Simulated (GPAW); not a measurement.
**Magnetic state of linear Pd chain, spacing 2.672 A from several starts**

Aim: find out whether linear Pd chain, spacing 2.672 A carries moments, and which collinear order costs least.

Calculated with GPAW 26.7.0; LDA; plane waves with GPAW's PAW setups, scalar-relativistic.

Report form: the programs' logs are mostly left out.

## 1. The structure

The cell holds 1 atom: 1 Pd. Cell: a = 12.000 Å, b = 12.000 Å, c = 2.672 Å, α = 90.0°, β = 90.0°, γ = 90.0°. model lattice. Vacuum lies along a and b. The structure's axis is c.

## 2. Run 1 (ferro +)

The parallel start comes first: it fits the smallest cell, keeps the most symmetry and shows whether parallel moments form.

order1.py reads:

```python
import json
import numpy as np
from ase import Atoms
from ase.parallel import paropen, parprint
from gpaw import GPAW

atoms = Atoms(['Pd'],
    cell=[[12.0, 0.0, 0.0],
         [0.0, 12.0, 0.0],
         [0.0, 0.0, 2.672]],
    scaled_positions=[[0.5, 0.5, 0.0]],
    pbc=True,
    magmoms=[0.6])
atoms.calc = GPAW(mode={'name': 'pw', 'ecut': 550},
    xc='LDA',
    kpts={'size': (1, 1, 10), 'gamma': True},
    occupations={'name': 'fermi-dirac', 'width': 0.05},
    convergence={'density': 1e-06, 'energy': 1e-05},
    maxiter=200,
    eigensolver='davidson',
    txt='order1.txt')
e = atoms.get_potential_energy(force_consistent=True)
res = {'free_energy': e, 'energy_sigma0': atoms.get_potential_energy(), 'fermi_energy': atoms.calc.get_fermi_level()}
res['moments'] = atoms.get_magnetic_moments().tolist()
res['total'] = atoms.get_magnetic_moment()
parprint('site moments (muB):', np.round(res['moments'], 3))
parprint(f"total moment: {res['total']:.3f} muB")
parprint(f'free energy: {e:.6f} eV')
atoms.calc.write('order1.gpw')
with paropen('results.json', 'w') as f:
    json.dump(res, f)
```

The run is started by

```sh
$ OMP_NUM_THREADS=1 python3 order1.py > order1.log
```

Wall time 54 s (1 MPI rank of Arm Neoverse V2, shared host); peak memory 0.33 GiB.

This step gave:

```yaml
magnetization: 0.2932 μB
final_state: ferromagnetic
largest_moment: 0.2636 μB
```

After 35 cycles the largest moment stands at 0.264 μB.

## 3. Run 2 (antiferro q=(0,0,1/2) +-)

Reversing part of the moments tests the sign of the couplings between them.

The cell is doubled to 2 atoms to hold this order. Its mesh is chosen so that both cells sample the same points.

order2.py is the script of step 2 with these lines changed:

```diff
@@ -6,12 +6,13 @@
 
-atoms = Atoms(['Pd'],
+atoms = Atoms(['Pd', 'Pd'],
     cell=[[12.0, 0.0, 0.0],
          [0.0, 12.0, 0.0],
-         [0.0, 0.0, 2.672]],
-    scaled_positions=[[0.5, 0.5, 0.0]],
+         [0.0, 0.0, 5.344]],
+    scaled_positions=[[0.5, 0.5, 0.0],
+         [0.5, 0.5, 0.5]],
     pbc=True,
-    magmoms=[0.6])
+    magmoms=[0.6, -0.6])
 atoms.calc = GPAW(mode={'name': 'pw', 'ecut': 550},
     xc='LDA',
-    kpts={'size': (1, 1, 10), 'gamma': True},
+    kpts={'size': (1, 1, 5), 'gamma': True},
     occupations={'name': 'fermi-dirac', 'width': 0.05},
@@ -20,3 +21,3 @@
     eigensolver='davidson',
-    txt='order1.txt')
+    txt='order2.txt')
 e = atoms.get_potential_energy(force_consistent=True)
@@ -28,3 +29,3 @@
 parprint(f'free energy: {e:.6f} eV')
-atoms.calc.write('order1.gpw')
+atoms.calc.write('order2.gpw')
 with paropen('results.json', 'w') as f:
```

The run is started by

```sh
$ OMP_NUM_THREADS=1 python3 order2.py > order2.log
```

Elapsed: 2.1 min, on 1 MPI rank; peak memory 0.56 GiB.

This step gave:

```
final state : non-magnetic
```

It lies 1.29 meV a seeded atom under the first start.

## 4. Run 3 (no spin polarisation)

A run without seeds gives the energy of the state without moments.

nospin.py reads:

```python
import json
import numpy as np
from ase import Atoms
from ase.parallel import paropen, parprint
from gpaw import GPAW

atoms = Atoms(['Pd'],
    cell=[[12.0, 0.0, 0.0],
         [0.0, 12.0, 0.0],
         [0.0, 0.0, 2.672]],
    scaled_positions=[[0.5, 0.5, 0.0]],
    pbc=True)
atoms.calc = GPAW(mode={'name': 'pw', 'ecut': 550},
    xc='LDA',
    kpts={'size': (1, 1, 10), 'gamma': True},
    occupations={'name': 'fermi-dirac', 'width': 0.05},
    convergence={'density': 1e-06, 'energy': 1e-05},
    maxiter=200,
    eigensolver='davidson',
    txt='nospin.txt')
e = atoms.get_potential_energy(force_consistent=True)
res = {'free_energy': e, 'energy_sigma0': atoms.get_potential_energy(), 'fermi_energy': atoms.calc.get_fermi_level()}
parprint(f'free energy: {e:.6f} eV')
atoms.calc.write('nospin.gpw')
with paropen('results.json', 'w') as f:
    json.dump(res, f)
```

The run is started by

```sh
$ OMP_NUM_THREADS=1 python3 nospin.py > nospin.log
```

Elapsed: 23 s, on 1 MPI rank; peak memory 0.24 GiB.

This step gave:

| Property | Result |
| --- | --- |
| final state | non-magnetic (no spin polarisation) |

It lies 1.29 meV a seeded atom under the first start.

## 5. An attempt with other settings

An input with a fault is tried, to see how the program answers.

run.py reads:

```python
import json
import numpy as np
from ase import Atoms
from ase.parallel import paropen, parprint
from gpaw import GPAW

atoms = Atoms(['Pd'],
    cell=[[12.0, 0.0, 0.0],
         [0.0, 12.0, 0.0],
         [0.0, 0.0, 2.672]],
    scaled_positions=[[0.5, 0.5, 0.0]],
    pbc=True,
    magmoms=[0.6])
atoms.calc = GPAW(mode={'name': 'pw', 'ecut': 550},
    xc='LDA',
    kpts={'size': (1, 1, 10), 'gamma': True},
    occupations={'name': 'fermi-dirac', 'width': 0.05},
    convergence={'density': 1e-06, 'energy': 1e-05},
    setups={0: ':g,5.0'},
    maxiter=100,
    eigensolver='davidson',
    txt='run.txt')
e = atoms.get_potential_energy(force_consistent=True)
res = {'free_energy': e, 'energy_sigma0': atoms.get_potential_energy(), 'fermi_energy': atoms.calc.get_fermi_level()}
res['moments'] = atoms.get_magnetic_moments().tolist()
res['total'] = atoms.get_magnetic_moment()
parprint('site moments (muB):', np.round(res['moments'], 3))
parprint(f"total moment: {res['total']:.3f} muB")
parprint(f'free energy: {e:.6f} eV')
atoms.calc.write('run.gpw')
with paropen('results.json', 'w') as f:
    json.dump(res, f)
```

The run is started by

```sh
$ OMP_NUM_THREADS=1 python3 run.py > run.log
```

Run time: 1.5 s. Hardware: 1 MPI rank; peak memory 0.23 GiB.

The input was rejected at the start.

The program's message: “RuntimeError: Setup has 0 radial partial waves with angular momentum quantum number -1. Must be 1 or 2 for DFT+U.”

The fault put into the input: a U on a shell that the setup lacks.

A U can act only on a shell that has projectors in the setup.

## 6. Ranking

These are free energies at a smearing of 0.05 eV, so its entropy term is in the differences. They are divided by the number of seeded atoms, so that cells of unlike size compare. Wavevectors q in the names are fractions of the reciprocal vectors of the first run's cell.

Orders:

| start | final state | typed order kept | energy over the lowest (meV a seeded atom) | largest site moment (μB) | net moment (μB a primitive cell) | mesh matched | CPU time (s) |
| --- | --- | --- | --- | --- | --- | --- | --- |
| ferro + | ferromagnetic | yes | 1.292 | 0.2636 | 0.2932 | yes | 53.93 |
| antiferro q=(0,0,1/2) +- | non-magnetic | no | 0 | 0 | 0 | yes | 127.6 |
| no spin polarisation | non-magnetic | - | 0 | 0 | 0 | yes | 23.01 |

## 7. Results

```json
{"lowest state found": "non-magnetic (typed antiferro q=(0,0,1/2) +-)", "largest site moment": "0 μB", "next state": "ferromagnetic, 1.29 meV a seeded atom higher"}
```

What this shows: The lowest state carries no moment above 0.15 μB; states with moments lie higher. The two lowest states lie so close that the mesh, the functional or spin–orbit coupling could swap them. 1 start left the typed pattern (a sign turned or a seeded moment died), so such an energy belongs to the state reached, not the one typed. Only 3 starts are shown; other collinear patterns, canted and longer-period orders are not.

[Logs and program files are shortened in this print: banners, set-up blocks, solver, clock and traceback lines can be left out without a mark of their own.]

[Logs are printed without paths, hosts, clocks, repeated set-up lines and the standing remarks that a program may print on its own settings, such as how far it seeks lower states.]

[Hosts, paths, dates, database ids (printed as entryN), source tags and the programs' standing remarks are cut or masked in the printed files.]

[Where a cell is said to come from a database of computed structures, the database is the Materials Project.]
